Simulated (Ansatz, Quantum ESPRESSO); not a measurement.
# Lattice dynamics of AlBiTe3 (Pm-3m) in two programs, part 3 of 3

Aim: the phonon dispersion of AlBiTe3 (Pm-3m), checked by a second program.

Quantum ESPRESSO 7.5; DFT LDA, scalar-relativistic, plane waves, JTH PAW pseudopotentials.

So far. Step 7 (Dispersion): The path dips to 101i cm⁻¹. Step 9 (Zone-centre analysis): The rule moves no optical mode by more than 0.1 cm⁻¹. The relaxed cell has a = 5.216 Å (conventional setting).

The structure was built from a prototype and need not be the compound's stable phase.

### 12. The dispersion under another sum rule (asr all)

The sum rule corrects the force constants themselves, so it can shift branches at any wavevector, low ones most.

Input file matdyn.in:

```
&INPUT
  asr              = 'all'
  flfrc            = 'x.fc'
  flfrq            = 'x.freq'
  flvec            = 'x.modes'
  q_in_band_form   = .true.
  q_in_cryst_coord = .true.
/
8
  0.0000000   0.0000000   0.0000000   8  ! GAMMA
  0.0000000   0.5000000   0.0000000   8  ! X
  0.5000000   0.5000000   0.0000000   8  ! M
  0.0000000   0.0000000   0.0000000   8  ! GAMMA
  0.5000000   0.5000000   0.5000000   8  ! R
  0.0000000   0.5000000   0.0000000   1  ! X
  0.5000000   0.5000000   0.5000000   8  ! R
  0.5000000   0.5000000   0.0000000   1  ! M
```

The run is started by

```console
$ matdyn.x -in matdyn.in > matdyn.out
```

Numbers of over 12 decimals in the logs are rounded to 6 here.

Output:

```text
[banner, memory and clock lines left out]
Program MATDYN v.7.5

 mass for atomic type   1 not given; uses mass from file x.fc
 mass for atomic type   2 not given; uses mass from file x.fc
 mass for atomic type   3 not given; uses mass from file x.fc
 Norm of the difference between old and new effective charges:    0.000000

 Huang before:    1   1   1   2,   residual stress:  -0.000000
 Huang before:    1   1   1   3,   residual stress:   0.000000
 Huang before:    1   1   2   2,   residual stress:   0.000000
 Huang before:    1   1   2   3,   residual stress:   0.000000
 Huang before:    1   1   3   3,   residual stress:  -0.000000
 Huang before:    1   2   1   3,   residual stress:   0.000000
 Huang before:    1   2   2   2,   residual stress:   0.000000
 Huang before:    1   2   2   3,   residual stress:   0.000000
 Huang before:    1   2   3   3,   residual stress:   0.000000
 Huang before:    1   3   2   2,   residual stress:   0.000000
 Huang before:    1   3   2   3,   residual stress:   0.000000
 Huang before:    1   3   3   3,   residual stress:   0.000000
 Huang before:    2   2   2   3,   residual stress:   0.000000
 Huang before:    2   2   3   3,   residual stress:   0.000000
 Huang before:    2   3   3   3,   residual stress:   0.000000

 Norm of the difference between old and new force-constants:   1.89095e-06

     Message from routine matdyn:
     Z* not found in file x.fc, TO-LO splitting at q=0 will be absent!
     Message from routine matdyn:
     Z* not found in file x.fc, TO-LO splitting at q=0 will be absent!

Note: The following floating-point exceptions are signalling: IEEE_UNDERFLOW_FLAG

   You are using asr="all", please consider citing C. Lin, S. Ponc\'e and N. Marzari, npj Comput Mater 8, 236 (2022).
```

It took 0.63 s on 1 thread of AMD EPYC 9R45, shared host.

At the labelled points the branches move by no more than 0.1 cm⁻¹.

### 13. The same in Ansatz

The same cell goes through another code, with its own cutoff. The potentials differ. Its k mesh is centred on Γ.

This step: DFT LDA, scalar-relativistic, plane waves, PseudoDojo norm-conserving pseudopotentials (Ansatz 0.2.0).

Input file input.yaml:

```yaml
crystal:
  lattice:
    - [5.21634627, 0.0, 0.0]
    - [0.0, 5.21634627, 0.0]
    - [0.0, 0.0, 5.21634627]
  atoms:
    - { symbol: Bi, position: [0.0, 0.0, 0.0] }
    - { symbol: Al, position: [0.5, 0.5, 0.5] }
    - { symbol: Te, position: [0.5, 0.5, 0.0] }
    - { symbol: Te, position: [0.5, 0.0, 0.5] }
    - { symbol: Te, position: [0.0, 0.5, 0.5] }
kpoints:
  mp_grid: { grid: [6, 6, 6] }
hamiltonian:
  xc: lda
  pseudopotentials: { kind: nc, accuracy: standard }
scf:
  occupations: { method: gaussian, width: 0.27211 }
output:
  eigenvalues: true
phonons:
  method: dfpt
  qmesh: [2, 2, 2]
  temperatures: { t_max: 1000, t_step: 50 }
  qpath:
    path:
      - [[0.0, 0.0, 0.0], [0.0, 0.5, 0.0], [0.5, 0.5, 0.0], [0.0, 0.0, 0.0], [0.5, 0.5, 0.5], [0.0, 0.5, 0.0]]
      - [[0.5, 0.5, 0.5], [0.5, 0.5, 0.0]]
    npoints: 12
```

The run is started by

```console
$ ansatz run input.yaml --threads 4 --pin off --max-ram 8192MiB --backend cpu --events-out ev --progress --plain --runs-dir out
```

Output:

```text
Engine: ansatz 0.2.0, x86_64-unknown-linux-gnu
Pseudopotentials: kind: nc
Pseudopotential: Bi, nc, valence charge 15, recommended cutoff 952.398519 eV (normal), Bi.nc.azcp (PseudoDojo's, or run here from an input of PseudoDojo's; its table is named by hamiltonian.pseudopotentials.accuracy)
Pseudopotential: Al, nc, valence charge 3, recommended cutoff 598.650497 eV (normal), Al.nc.azcp (PseudoDojo's, or run here from an input of PseudoDojo's; its table is named by hamiltonian.pseudopotentials.accuracy)
Pseudopotential: Te, nc, valence charge 16, recommended cutoff 1120 eV (normal), Te.nc.azcp (PseudoDojo's, or run here from an input of PseudoDojo's; its table is named by hamiltonian.pseudopotentials.accuracy)
Functional definition: SPW92
  exchange = slater_x
  correlation = pw_c
Crystal: 5 atoms, lattice volume = 141.938 Å³
Basis set: ecut = 1120 eV, 12053 PW (Γ), exchange–correlation on 120×120×120 points (8 copies of the dense FFT grid, shifted against one another)
Bands: 40, of which v1, the nominal top of the filled ones, is band 33 counted from 1 (32 counted from 0)
Symmetry: 48 space group operations
k-points: 20 of 216
Non-local potential: Bi, projectors of the file, l = 0: 2, l = 1: 2, l = 2: 2, l = 3: 2
Non-local potential: Al, projectors of the file, l = 0: 2, l = 1: 2, l = 2: 2
Non-local potential: Te, projectors of the file, l = 0: 3, l = 1: 2, l = 2: 2, l = 3: 2
Initial density: superposition of atomic densities (chi_scale 0.1, normalization cell, long waves kept (reshape's long-wave potential 0.00 eV rms))
Initial wavefunctions: pseudopotential atomic-orbital guess
Functional: x = slater, c = lda
SCF iter   1: F=—  HF=-10822.163305 eV  |F-HF|=—  |Δ(HF+E_count)|=         —  Δρ=2.23e-2  dr2=2.21e0  ethr=3.10e-3  ⟨swp⟩=7.7  Hψ=3314  notcnv=0
preconditioner: auto → Kerker (q_TF=auto, 2.401 Å⁻¹)  [metal: Δε(μ)=0.025 eV  Ē_g=8.380 eV  σ=0.272 eV  W_gap=0.05  n_scr=26 (ndim 8)  ℏωp=15.9 eV  f_vac=0.000  D(μ)=4.21/eV (n_scr^D=26)]
SCF iter   2: F=—  HF=-10821.832606 eV  |F-HF|=—  |Δ(HF+E_count)|=   3.31e-1  Δρ=1.30e-2  dr2=7.10e-1  ethr=3.10e-3  ⟨swp⟩=1.0  Hψ=960  notcnv=0
SCF iter   3: F=—  HF=-10821.670959 eV  |F-HF|=—  |Δ(HF+E_count)|=   1.62e-1  Δρ=1.78e-3  dr2=6.27e-3  ethr=1.08e-3  ⟨swp⟩=1.9  Hψ=897  notcnv=0
SCF iter   4: F=—  HF=-10821.672486 eV  |F-HF|=—  |Δ(HF+E_count)|=   1.53e-3  Δρ=5.57e-4  dr2=5.86e-4  ethr=9.50e-6  ⟨swp⟩=3.0  Hψ=1752  notcnv=0  defer=10
SCF iter   5: F=—  HF=-10821.672363 eV  |F-HF|=—  |Δ(HF+E_count)|=   1.22e-4  Δρ=2.51e-4  dr2=1.04e-4  ethr=8.88e-7  ⟨swp⟩=2.9  Hψ=1494  notcnv=0  defer=10
SCF iter   6: F=—  HF=-10821.672338 eV  |F-HF|=—  |Δ(HF+E_count)|=   2.50e-5  Δρ=7.17e-5  dr2=8.53e-6  ethr=1.57e-7  ⟨swp⟩=1.7  Hψ=837  notcnv=0  defer=10
SCF iter   7: F=—  HF=-10821.672348 eV  |F-HF|=—  |Δ(HF+E_count)|=   9.30e-6  Δρ=1.53e-5  dr2=5.00e-7  ethr=1.29e-8  ⟨swp⟩=2.1  Hψ=1104  notcnv=0  defer=10
SCF iter   8: F=—  HF=-10821.672153 eV  |F-HF|=—  |Δ(HF+E_count)|=   1.95e-4  Δρ=3.36e-6  dr2=1.99e-8  ethr=7.58e-10  ⟨swp⟩=2.0  Hψ=1005  notcnv=0  defer=13
SCF iter   9: F=—  HF=-10821.672153 eV  |F-HF|=—  |Δ(HF+E_count)|=   1.01e-9  Δρ=5.88e-7  dr2=3.81e-10  ethr=3.02e-11  ⟨swp⟩=2.0  Hψ=1041  notcnv=0  defer=13
SCF iter  10: F=-10821.672153 eV  HF=-10821.672153 eV  |F-HF|=3.64e-12  |Δ(HF+E_count)|=  3.46e-11  Δρ=9.13e-8  dr2=9.52e-12  ethr=1.00e-12  ⟨swp⟩=12.0  Hψ=5924  notcnv=0
SCF 1 converged in 10 iterations: F = -10821.672153 eV  dr2 = 9.52e-12
Initial density: read from a saved state, or passed on in memory by an earlier SCF of this step, an earlier step, the calling program or the single point that the run made first
iter 1 solved again at ethr=6.56e-7 eV; its pass at ethr=3.10e-3 eV (dr2=4.33e-4 eV) is discarded
SCF iter   1: F=—  HF=-10821.672353 eV  |F-HF|=—  |Δ(HF+E_count)|=         —  Δρ=1.35e-6  dr2=2.12e-9  ethr=6.56e-7  ⟨swp⟩=3.4  Hψ=5753  notcnv=0
eigensolver tolerance schedule: the retry pair's looser diagonalisation over-reported the residual by 203832.71 of it (diagonalisation noise at an unbounded share of the residual, at the tolerance the schedule requests for it); recorded, not acted on — ethr = c·dr2/N_el stays at c = 1.0e-1
preconditioner: auto → Kerker (q_TF=auto, 2.401 Å⁻¹)  [metal: Δε(μ)=0.067 eV  Ē_g=8.327 eV  σ=0.272 eV  W_gap=0.14  n_scr=26 (ndim 8)  ℏωp=15.9 eV  f_vac=0.000  D(μ)=4.10/eV (n_scr^D=26)]
SCF iter   2: F=—  HF=-10821.672153 eV  |F-HF|=—  |Δ(HF+E_count)|=   2.00e-4  Δρ=6.16e-7  dr2=5.06e-10  ethr=3.22e-12  ⟨swp⟩=4.9  Hψ=2943  notcnv=0
SCF iter   3: F=—  HF=-10821.672153 eV  |F-HF|=—  |Δ(HF+E_count)|=  8.00e-11  Δρ=4.15e-7  dr2=2.27e-10  ethr=1.00e-12  ⟨swp⟩=1.0  Hψ=800  notcnv=0
SCF iter   4: F=—  HF=-10821.672153 eV  |F-HF|=—  |Δ(HF+E_count)|=  5.28e-11  Δρ=2.16e-7  dr2=6.47e-11  ethr=1.00e-12  ⟨swp⟩=1.0  Hψ=800  notcnv=0
SCF iter   5: F=—  HF=-10821.672153 eV  |F-HF|=—  |Δ(HF+E_count)|=  7.28e-12  Δρ=1.43e-7  dr2=2.80e-11  ethr=1.00e-12  ⟨swp⟩=1.0  Hψ=800  notcnv=0
SCF iter   6: F=-10821.672153 eV  HF=-10821.672153 eV  |F-HF|=3.64e-12  |Δ(HF+E_count)|=  1.27e-11  Δρ=3.42e-8  dr2=1.58e-12  ethr=1.00e-12  ⟨swp⟩=5.1  Hψ=2520  notcnv=0
SCF 2 converged in 6 iterations: F = -10821.672153 eV  dr2 = 1.58e-12
phonons: the bands overlap, so this run is a metal and interpolates without the dipole-dipole term. If the crystal is really an insulator or semiconductor, its LO-TO splitting is missing
NSCF: frozen V_eff on 20 k-points
WARN: eigensolver did not converge in 2 slots of this pass, the one above among them; of largest residual over every band (k=17): 1 band(s) unlocked (lowest unlocked band 39, counted from 0; max residual 2.13e-5 eV among the unlocked bands, 2.13e-5 eV over every band); of lowest unlocked band (k=14): band 39
NSCF: frozen V_eff on 64 k-points
DFPT response loops at q = (0, 0, 0) (fractional): preconditioner auto → Kerker (q_TF=auto, 2.401 Å⁻¹) (partly filled bands, converged f_vac=0.000); β = 1.00, the filter's whole step (`scf.mixing.beta` (0.50) is not read by the response loops under this deck's `scf.mixing.preconditioner`; to damp them name `kerker` or `kerker_dos`, under which they read `scf.mixing.beta`, and type it under 1.00, their step now; both keys bind the ground state too); Broyden in place of MSR1
NSCF: frozen V_eff on 128 k-points
DFPT response loops at q = (0, 0, -0.5) (fractional): mixed as the last ones told, above
NSCF: frozen V_eff on 128 k-points
DFPT response loops at q = (0, -0.5, -0.5) (fractional): mixed as the last ones told, above
NSCF: frozen V_eff on 128 k-points
DFPT response loops at q = (-0.5, -0.5, -0.5) (fractional): mixed as the last ones told, above
SCF converged after 10 iterations
Free energy (F): -10821.672153 eV
Harris-Foulkes:  -10821.672153 eV  (|F-HF|=3.64e-12)
Internal energy: -10821.520479 eV  (E = F + TS)
E sigma→0 (E₀):  -10821.596316 eV
Entropy (-TS):   -0.151674 eV (-30.335 meV/atom)
Fermi energy:    9.701129 eV
--- Per-component energies (eV) ---
  E_band       = -831.580950
  E_kinetic    = 5721.659197
  E_local      = -7298.958801  (includes V_loc(G=0)·N_el)
  E_nonlocal   = -2759.608614
  E_hartree    = 2551.341735
  E_xc         = -2581.444775
  E_vxc        = -1597.356194  (∫ρ·V_xc dr)
  E_ewald      = -6454.509221
  E_smearing   = -0.151674  (= −TS)
  E_closure    = -0.000000  (closes the sum)
  Σ components = -10821.672153   (vs F -10821.672153, Δ=0.00e0)
--- Band table (eV; the first three rows and the last of 20) ---
  k-point 0: bands = [... 29 lower, 8.1411, 8.3157, 8.6890, 8.6890, 8.6890, 12.0203, 12.0203, 12.0203, ... 3 higher]
  k-point 1: bands = [... 29 lower, 7.8757, 8.4681, 8.6281, 8.6281, 9.5507, 11.2979, 11.6893, 11.6893, ... 3 higher]
  k-point 2: bands = [... 29 lower, 7.2884, 8.1002, 8.8539, 8.8539, 9.9462, 11.0313, 11.0313, 11.0767, ... 3 higher]
  k-point 19: bands = [... 29 lower, 8.8200, 10.5393, 10.5393, 10.5393, 11.6618, 11.6618, 11.6618, 12.7057, ... 3 higher]
--- Phonons (Γ-DFPT): 4 representative perturbations + reference (Σ response iterations 11) ---
  ASR residual: 1.069e-4 → 0.000e0 eV/Å²; symmetrization residual: 2.669e-5 eV/Å²
  ASR residual per site (eV/Å²): 2.58e-5 8.28e-5 1.07e-4 1.07e-4 1.07e-4
  Γ frequencies (cm⁻¹): -70.47 -70.47 -70.47 -62.86 -62.86 -62.86 0.00 0.00 0.00 24.54 24.54 24.54 306.50 306.50 306.50
--- Phonons (arbitrary-q DFPT): 4 irreducible q on the 2×2×2 mesh ---
  q = [0.0000, 0.0000, 0.0000] (star 1, of the zone-centre solve; hermiticity 4.50e-6, symmetrization 1.57e-14): -70.47 -70.47 -70.47 -62.86 -62.86 -62.86 0.00 0.00 0.00 24.54 24.54 24.54 306.50 306.50 306.50
  q = [0.0000, 0.0000, -0.5000] (star 3, 9 solved perturbations in 504 linear systems a pass and spin channel, the states on 64 of 216 k-point pairs; hermiticity 1.06e-6, symmetrization 4.61e-13, the responses' own estimated error 9.1e-5 eV/Å²): -92.71 -66.54 -66.54 -65.64 -65.64 -57.97 -39.69 -10.21 -10.21 37.56 37.56 158.44 291.01 306.77 306.77
  q = [0.0000, -0.5000, -0.5000] (star 3, 9 solved perturbations in 504 linear systems a pass and spin channel, the states on 64 of 216 k-point pairs; hermiticity 1.39e-6, symmetrization 8.82e-13, the responses' own estimated error 1.1e-4 eV/Å²): -100.57 -79.13 -79.13 -59.26 -59.26 -45.89 -23.81 -23.81 20.96 55.78 152.18 172.49 294.15 294.15 309.10
  q = [-0.5000, -0.5000, -0.5000] (star 1, 4 solved perturbations in 184 linear systems a pass and spin channel, the states on 64 of 216 k-point pairs; hermiticity 1.60e-6, symmetrization 1.01e-12, the responses' own estimated error 1.0e-4 eV/Å²): -84.92 -84.92 -84.92 -59.51 -59.51 -59.51 46.68 46.68 46.68 150.46 150.46 178.78 301.34 301.34 301.34
  sum rule: each row above includes the acoustic sum rule's correction from the zone centre's row sums; it moved no ω² by more than (0.91 cm⁻¹)²
  mesh force constants: q→R imaginary residual 3.66e-18; ASR residual 1.069e-4 → 0.000e0 eV/Å²; symmetrization residual 7.994e-15 eV/Å²
  interpolated dispersion: 74 rows × 15 modes
  density of states and harmonic sums: on the 12×12×12 q-mesh, interpolated from the force constants of a 2×2×2 supercell (no non-analytic term)
  largest difference from the sums on the solved wave vectors: F 1.62e-1 eV, S 2.12e-4 and C_V 4.94e-5 eV/K
  zero-point energy: 0.077927 eV/cell   skipped modes (ω ≤ 0): 641, of them read as no rigid motion or as one in doubt: 638 (7.675e0 modes/cell left out, lowest -100.57 cm⁻¹)   left out of the sums: 5.12e-1 of the cell's modes: C_V's classical limit lies that fraction below 3 k_B per atom; for a crystal, a wire or a layer, F and S can be off by more, and a phonons.interpolated_qmesh denser along its periods is the remedy for the sampling
```

Wall time 5.5 min (4 threads); peak memory 3.6 GiB.

Read from the output:

```
sum-rule residual before enforcement                               : 1.07e-4 eV/Å²
lowest frequency on the path                                       : -100.6 cm⁻¹
share of modes beyond 3i cm⁻¹ on the dense interpolated mesh       : 0.5058
highest optical zone-centre mode (no LO-TO term)                   : 306.5 cm⁻¹
lowest optical zone-centre mode                                    : -70.47 cm⁻¹
lowest mode on the q mesh (acoustic ones at the zone centre apart) : -100.6 cm⁻¹
```

### 14. Side by side: QE JTH and Ansatz, PseudoDojo

Worked out from the results:

* root-mean-square difference: 3.75 cm⁻¹
* largest difference: 12.35 cm⁻¹
* root-mean-square difference on the path: 3.4 cm⁻¹
* largest difference on the path: 18.7 cm⁻¹

The 12 of 57 modes that differ most. Frequencies side by side:

```csv
q (reciprocal lattice),mode,QE JTH (cm⁻¹),"Ansatz, PseudoDojo (cm⁻¹)"
0 0 0,10,12.19,24.54
0 0 0,11,12.19,24.54
0 0 0,12,12.19,24.54
0 0 -0.5,8,-14.48,-10.21
0 0 -0.5,9,-14.48,-10.21
0 0 -0.5,13,295.4,291
0 -0.5 -0.5,9,15.58,20.96
0 -0.5 -0.5,13,299.2,294.1
0 -0.5 -0.5,14,299.2,294.1
-0.5 -0.5 -0.5,13,307.1,301.3
-0.5 -0.5 -0.5,14,307.1,301.3
-0.5 -0.5 -0.5,15,307.1,301.3
```

At the solved wavevectors the largest difference (acoustic modes at Γ apart) is 4 % of the highest mode (on the interpolated path 6 %), but 101 % of the mode at 12 cm⁻¹ on which it sits.

### 15. Outcome

| Item | Value |
| --- | --- |
| space group after relaxation | Pm-3m |
| volume per atom | 28.4 Å³ |
| highest optical zone-centre mode (no LO-TO term) | 308.7 cm⁻¹ |
| lowest optical zone-centre mode | -71.3 cm⁻¹ |
| q mesh | 2×2×2 |
| lowest mode on the q mesh (acoustic ones at the zone centre apart) | -101.0 cm⁻¹ |
| imaginary modes on the q mesh | yes |
| largest difference from Ansatz, PseudoDojo | 12.3 cm⁻¹ |

AlBiTe3 (Pm-3m) is unstable: a mode solved on the 2×2×2 mesh is imaginary, 101i cm⁻¹; its spectrum reaches 311 cm⁻¹. At the LDA level the optical modes of AlBiTe3 (Pm-3m) at the zone centre run from 71i to 309 cm⁻¹, so the structure is a saddle point, with 6 modes beyond 10i cm⁻¹ there. The most unstable solved mode lies at q = (0, -0.5, -0.5), on the zone boundary, so the distortion that it points to doubles the cell. Of the 12 optical modes, 9 are infrared active alone and 3 are silent. QE JTH and Ansatz, PseudoDojo differ by 3.8 cm⁻¹ in the root mean square and by 12.3 cm⁻¹ at most, 4.0 % of the highest mode compared (acoustic modes at Γ left out; ph.x's values are those before the sum rule); the two use different potentials, and the cell was not relaxed for the second set. Their interpolated bands part by up to 19 cm⁻¹. These are harmonic frequencies at zero temperature: anharmonic shifts and linewidths and thermal expansion are left out. Spin-orbit coupling is left out, which can matter for the heavy elements here. In a metal the frequencies hang on the k mesh and the smearing, most of all near Kohn anomalies. The structure is a hypothetical one, built on a prototype.

[Host names and launcher messages were left out of these logs when they were recorded.]

[Logs are printed without paths, hosts, clocks, repeated set-up lines and the standing remarks that a program may print on its own settings, such as how far it seeks lower states.]

[Hosts, paths, dates, database ids (printed as entryN), source tags and the programs' standing remarks are cut or masked in the printed files.]
